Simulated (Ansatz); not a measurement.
# Static equation of state of void in Rb2H4Pd (98 atoms)

The cell holds 98 atoms: 28 Rb, 56 H and 14 Pd. Cell: a = 11.729 Å, b = 11.821 Å, c = 16.929 Å, α = 89.8°, β = 88.9°, γ = 91.0°. It derives from Rb2H4Pd (P4_2/mnm, COD entry), repeated 2×2×2. The starting structure: P4_2/mnm (COD entry) Rb2H4Pd (cell 5.827, 5.827, 8.495, 90, 90, 90), 2 x 2 x 2 conventional cells, the 4 Rb, 8 H, 2 Pd nearest the centre removed; not relaxed, displaced by a Gaussian of 0.02 Å. Nearest the centre at fractional (0.520, 0.540, 0.507): Rb68 at 3.79 Å, Rb44 at 3.83 Å, Rb31 at 4.01 Å, Rb55 at 4.55 Å, H46 at 4.65 Å, H48 at 4.84 Å, H24 at 4.90 Å, H37 at 5.02 Å.

Calculated with Ansatz 0.2.0: Kohn-Sham DFT, r2SCAN, PAW (set soft_2), plane waves; cutoff 500 eV, Γ point, gaussian smearing of 0.05 eV. Cell and atoms were relaxed first, to V0 = 23.944 Å³ an atom at a residual P0 = -0.004 GPa. The cell was then scaled evenly, and the atoms were relaxed at each volume.

| volume (Å³/atom) | pressure (GPa) |
| --- | --- |
| 21.549 | 1.034 |
| 22.507 | ? |
| 23.225 | 0.2812 |
| 24.662 | -0.2455 |
| 25.380 | -0.4310 |

Task: Fit the third-order Birch–Murnaghan equation to the rows given and interpolate to the withheld row.

Worked fit:

Take the Eulerian strain f = ½[(V0/V)^(2/3) − 1] and the normalised pressure F = (P − P0) / [3f(1 + 2f)^(5/2)]. The third-order Birch–Murnaghan equation is then the line F = B0 + (3/2)B0(B′ − 4) f, so u = f and v = F.

| u = f | v = F (GPa) |
| --- | --- |
| 0.0363828 | 7.98097 |
| 0.0102568 | 8.80534 |
| -0.00975644 | 8.67276 |
| -0.0190507 | 8.23539 |

With n = 4: mean u = 0.00445813, mean v = 8.42362, Σ(u − ū)² = 0.0018075, Σ(u − ū)(v − v̄) = -0.011034. Slope b = -0.011034 / 0.0018075 = -6.1046; intercept a = v̄ − b ū = 8.4508.

So B0 = a = 8.45 GPa and B′ = 4 + 2b/(3a) = 3.52. At the withheld volume f = 0.02106, F = a + b f = 8.322 GPa, and P = P0 + 3f(1 + 2f)^(5/2) F.

Prediction at 22.507: 0.5789 GPa. The run gave 0.5455 GPa, so the fit is high by 0.033 GPa (6.1 % of the value).

The series isn't one smooth equation of state: even a line fitted to all rows, the withheld one included, misses F by up to 5.9 %, the count of bonds changes along the series and an atom moves over 0.5 Å in some relaxation. B0 and B′ are then only the numbers of this fit, not moduli of the material. Among the rows given, the largest miss of the fit is at 21.549, by 0.032 GPa (2.2 % of the range of the table).

Limits: Static cells at zero temperature; the cell shape is held. The program notes that the SCF threshold of these relaxations is loose for the stress. The main run has no spin polarisation, so any moments at edges, vacancies or dangling bonds can't form in it. Only the Γ point is sampled, in a cell whose shortest periodic width is 12 Å.

[Hosts, paths, dates, database ids (printed as entryN), source tags and the programs' standing remarks are cut or masked in the printed files.]
